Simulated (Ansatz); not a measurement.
# Random fluorite-type alloy of CaF2 and CdF2 (96 atoms): support functions against a reference, part 2 of 2

Aim: test how closely localised support functions follow the reference on random fluorite-type alloy of CaF2 and CdF2 (96 atoms), and at what cost. A setting counts as converged where the r.m.s. difference of forces stays under 1 % of the r.m.s. force.

Ansatz 0.2.0; Kohn-Sham DFT, PBE, PAW (set soft_2), plane waves.

The cell: 20 Ca, 64 F and 12 Cd. The host structure and its lattice constant were typed by rule, without a check against the phase diagram. The Brillouin zone is sampled at Γ only, in a cell whose shortest periodic width is 11 Å.

So far. Step 3 (Support functions low): Forces differ from the reference by 0.66 meV/Å r.m.s., 0.083 % of their size, well within a tolerance of 1 %; the energy by -5.4 meV/atom. It took roughly 3.3 times the reference's time (one timing each, with unlike analyses asked), in 11 cycles against 9. Step 4 (Support functions medium): Forces differ from the reference by 0.6 meV/Å r.m.s., 0.075 % of their size, well within a tolerance of 1 %; the energy by -5.5 meV/atom.

## (9) What the reference run shows (continued)

Valence density in the ac plane at fractional y = 0.003, with atoms of Ca and Cd within 0.2 Å of it. It is the smooth field of the valence electrons, not physical close to the nuclei.

Ten steps, logarithmic in the rise over the least value, from '0' (0 e/Å³) to '9' (21 e/Å³), each cell a mean:
```
7631000000001489862000000000256
4310000000001245531000000000124
1000000000000011110000000000001
0000011221000000000011222100000
0000024564200000000013676310000
0000035775300000000026998520000
0000025665200000000025898510000
0000012332100000000112454210000
0000000000000000001111111000000
2100000000001123211100000000001
5531000000001367741000000000135
7641000000001589962000000000146
6641000000001479852000000000146
4310000000000245421000000000013
0000000000000001100000000000000
0000001111000000000000111000000
0000013553100000000012454200000
0000035775300000000024676410000
0000025675300000000024676410000
0000013443100000000012454200000
0000000110000000000000111000000
1100000000000122210000000000011
5420000000001367641000000000134
7631000000001589962000000000256
```
Columns run along a (10.9 Å), rows up along c (10.9 Å). Atoms in or near the plane, at fractional coordinates: Ca at (0.00, 0.99), Ca at (0.25, 0.24), Ca at (0.01, 0.50), Ca at (0.25, 0.76), Cd at (0.50, 0.00), Ca at (0.74, 0.24), Cd at (0.50, 0.50), Cd at (0.75, 0.75).

Mean intrinsic-atomic-orbital charges: Ca +1.74, Cd +1.54, F -0.83 e. The charge on F changes by -0.027 e for each Ca neighbour that takes the place of another kind, on average.

## (10) Structure statistics

Bonds and neighbours are counted at the geometry of the runs.

Density 4.35 g/cm³, 13.38 Å³ an atom.

Pair distribution functions g(r), in bins of 0.2 Å:

```
r (Å)  total   F-F  F-Ca  F-Cd  Ca-Ca  Ca-Cd  Cd-Cd
 1.90   0.03  0.00  0.11  0.00   0.00   0.00   0.00
 2.10   0.58  0.00  1.31  1.31   0.00   0.00   0.00
 2.30   2.79  0.09  6.03  6.46   0.00   0.00   0.00
 2.50   2.13  1.22  3.62  3.51   0.00   0.00   0.00
 2.70   1.76  3.56  0.51  0.29   0.00   0.00   0.00
 2.90   0.67  1.51  0.00  0.00   0.00   0.00   0.00
 3.10   0.06  0.14  0.00  0.00   0.00   0.00   0.00
 3.30   0.00  0.00  0.00  0.00   0.00   0.00   0.00
 3.50   0.15  0.30  0.00  0.00   0.40   0.00   0.00
 3.70   1.57  2.40  0.00  0.00   4.04   4.92   5.09
 3.90   2.04  2.81  0.00  0.00   7.41   7.20   6.60
 4.10   0.58  1.00  0.05  0.04   0.78   1.43   0.44
 4.30   0.82  0.03  1.98  1.56   0.00   0.00   0.00
 4.50   2.75  0.62  5.38  5.88   0.00   0.00   0.00
 4.70   1.57  1.60  1.98  1.86   0.00   0.00   0.00
 4.90   0.30  0.59  0.07  0.09   0.00   0.00   0.00
 5.10   0.08  0.14  0.00  0.00   0.00   0.24   0.00
 5.30   0.38  0.55  0.00  0.00   1.35   1.12   1.24
 5.50   0.54  0.76  0.01  0.02   1.60   1.84   1.65
 5.70   0.54  0.32  0.92  0.75   0.16   0.26   0.00
 5.90   2.10  1.42  3.17  3.51   0.00   0.00   0.00
 6.10   1.76  2.75  1.30  1.09   0.00   0.00   0.00
 6.30   0.53  1.10  0.06  0.08   0.13   0.11   0.00
 6.50   0.86  1.30  0.00  0.00   2.64   2.54   2.50
 6.70   1.62  2.29  0.07  0.10   5.24   4.91   5.57
 6.90   1.04  0.54  1.62  1.52   0.77   0.90   0.91
 7.10   1.25  0.04  2.69  2.95   0.00   0.00   0.00
 7.30   0.31  0.02  0.74  0.54   0.00   0.00   0.13
```

Bonds by pair of elements; cutoffs follow the first minimum of g(r), held within bounds set by covalent radii, and pairs that aren't listed don't count as bonded:

```
pair A-B  cutoff (Å)  bonds  mean length (Å)  spread (Å)  shortest (Å)  B about A  A about B
    F-Ca        3.08    160             2.36       0.134          1.93        2.5          8
    F-Cd        2.91     96             2.36       0.122          2.05        1.5          8
```

How many atoms have how many bonded neighbours:

| element | mean | 4 | 8 |
| --- | --- | --- | --- |
| Ca | 8 | 0 | 20 |
| Cd | 8 | 0 | 12 |
| F | 4 | 64 | 0 |

Among the first-shell peaks of g(r) are those at about 2.72 Å (F-F), 2.33 Å (F-Ca), 2.36 Å (F-Cd), 3.86 Å (Ca-Ca), 3.83 Å (Ca-Cd) and 3.82 Å (Cd-Cd). By these cutoffs all Ca atoms have 8, all Cd atoms have 8 and all F atoms have 4 bonded neighbours.

A closer look about F89, whose charge lies farthest from its element's mean: 11 atoms, nearest first, numbered in the order of the input, with positions taken from that point.

```csv
atom,x,y,z,distance (Å),bonds,intrinsic-atomic-orbital charge (e),Fx,Fy,Fz (eV/Å)
F89,0.00,0.00,0.00,0.00,4,-0.77,0.34,-0.47,-0.29
Cd49,-1.37,1.33,1.20,2.25,8,1.54,0.18,-0.39,0.65
Cd82,1.37,-1.56,1.16,2.38,8,1.54,0.16,0.66,1.16
Cd67,1.35,1.23,-1.52,2.38,8,1.54,0.83,-0.46,-0.43
Cd88,-1.43,-1.28,-1.44,2.40,8,1.54,1.35,-0.92,-1.49
F72,0.03,2.58,-0.25,2.60,4,-0.82,-0.11,0.07,0.66
F81,0.03,-0.21,2.68,2.69,4,-0.84,-0.16,0.16,-0.64
F39,-2.69,-0.27,-0.09,2.70,4,-0.78,0.01,1.97,0.09
F96,0.08,-2.88,-0.15,2.89,4,-0.79,-0.38,0.23,0.01
F87,2.94,-0.34,-0.08,2.96,4,-0.80,-1.08,1.08,-0.08
F93,0.03,0.01,-3.00,3.00,4,-0.78,-0.12,-1.03,1.13
```

## (11) Outcome

| Property | Result |
| --- | --- |
| free energy per atom | -1950.5600 eV/atom |
| density | 4.351 g/cm³ |
| pressure | 6.18 GPa |
| r.m.s. force component | 0.8004 eV/Å |
| gap (highest filled to lowest empty level) | 3.805 eV |
| wall time of the 3 DFT runs | 2.6 min |

What this shows: Against plane waves at 420 eV, the forces differ by 0.6 meV/Å (0.075 %) with support functions medium. At 96 atoms the fastest of the runs at a preset level, support functions low, takes roughly 3.3 times the time of plane waves (whose run also made extra analyses), in 11 SCF cycles against 9. Differences between support functions and plane waves include what basis error the plane-wave run still has.

The highest filled and lowest empty levels differ by 3.80 eV at Γ alone; the mesh holds the band edges only if they fold onto it, so the gap at this level can be narrower or closed, while semilocal functionals tend to narrow gaps against experiment. With the cutoffs above, all Ca atoms have 8, all Cd atoms have 8 and all F atoms have 4 bonded neighbours.

Caveats: The geometry was built by rule, was displaced at random and isn't relaxed at this level: its force components are 0.80 eV/Å r.m.s. The pressure of 6.2 GPa belongs to unrelaxed atoms and would change as they relax.

[Long decimals in the printed logs are rounded to 6 places.]

[Logs are printed without paths, hosts, clocks, repeated set-up lines and the standing remarks that a program may print on its own settings, such as how far it seeks lower states.]

[Hosts, paths, dates, database ids (printed as entryN), source tags and the programs' standing remarks are cut or masked in the printed files.]
